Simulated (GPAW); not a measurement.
Consider ScHg (Pm-3m).

```
Hg Sc
1.0
     3.48000    0.00000    0.00000
     0.00000    3.48000    0.00000
     0.00000    0.00000    3.48000
Hg Sc
1 1
Direct
  0.00000 0.00000 0.00000
  0.50000 0.50000 0.50000
```

Absorber: atom 2, with 8 Hg at 3.01 Å and 6 Sc at 3.48 Å (cube and octahedron, as in bcc, site symmetry m-3m). Method: GPAW, LDA, excited-electron core hole (neutral cell), 8-atom cell with 6.0 Å between holes, 5×5×5 k points, dipole transitions, Gaussian full width 0.9 eV up to 4 eV, rising linearly to 3.5 eV at 25 eV, without spin-orbit coupling.

Where do the maxima of the Sc K edge fall?

Main maxima up to 30 eV above the zero (height): 2.0 eV (0.47), 3.5 eV (0.65), 6.1 eV (0.85), 12.7 eV (2.03), 18.5 eV (1.00) and 24.2 eV (1.26). A K edge sees empty p states. The weak features of the first eV are p character mixed into the empty d bands; the main 4p edge lies above them. The total-energy difference is 4493.93 eV. One term is added: -21.68 eV, since the hole is spin-paired here and a spin-polarised one costs that much less in the free atom (computed apart). The photon energy is then 4472.24 eV. The tabulated edge of the element is 4492 eV. The functional leaves an error in such absolute values: in the free atom LDA prices this hole 12.5 eV below PBE (computed apart), and PBE is itself good to a few eV.

The Sc K spectrum (energy from the lowest empty level; intensity scaled to a mean of 1 over the first 20 eV):

```csv
E (eV),intensity
-2.0,0.00
-1.5,0.00
-1.0,0.00
-0.5,0.06
0.0,0.20
0.5,0.23
1.0,0.29
1.5,0.40
2.0,0.47
2.5,0.40
3.0,0.48
3.5,0.65
4.0,0.59
4.5,0.59
5.0,0.66
5.5,0.74
6.0,0.85
6.5,0.78
7.0,0.74
7.5,0.84
8.0,0.96
8.5,1.05
9.0,1.12
9.5,1.26
10.0,1.51
10.5,1.73
11.0,1.79
11.5,1.81
12.0,1.91
12.5,2.02
13.0,1.99
13.5,1.81
14.0,1.53
14.5,1.21
15.0,0.95
15.5,0.78
16.0,0.74
16.5,0.78
17.0,0.86
17.5,0.93
18.0,0.99
18.5,1.00
19.0,0.98
19.5,0.94
20.0,0.89
20.5,0.86
21.0,0.86
21.5,0.90
22.0,0.98
22.5,1.07
23.0,1.16
23.5,1.22
24.0,1.25
24.5,1.25
25.0,1.24
25.5,1.22
26.0,1.20
26.5,1.21
27.0,1.22
27.5,1.23
28.0,1.24
28.5,1.24
29.0,1.24
29.5,1.24
30.0,1.24
30.5,1.25
31.0,1.25
31.5,1.25
32.0,1.25
```

Quadrupole 1s→3d transitions, which feed the pre-edge, are not in the dipole spectrum. The holes are only 6.0 Å apart, so the shape is probably not converged with cell size; no larger cell was run here. The mesh is coarse (0.26 Å⁻¹ between points), so small maxima may be mesh ripples. Lifetime broadening is put in by hand, and intensities beyond about 20 eV depend on it and on the partial waves. The structure is a published determination, not relaxed.

[Banner, clock and machine lines of the logs are left out without a mark of their own.]

[Logs are printed without paths, hosts, clocks, repeated set-up lines and the standing remarks that a program may print on its own settings, such as how far it seeks lower states.]

[Hosts, paths, dates, database ids (printed as entryN), source tags and the programs' standing remarks are cut or masked in the printed files.]

[Lists of maxima count a maximum above −3 eV only where it reaches 4 % of the highest in the window and stands out from its surroundings by 2 % of it (1.5 % where it reaches 55 %); shoulders and weaker maxima are passed over, and of the rest the first, up to two pre-edge ones and the few strongest are named.]
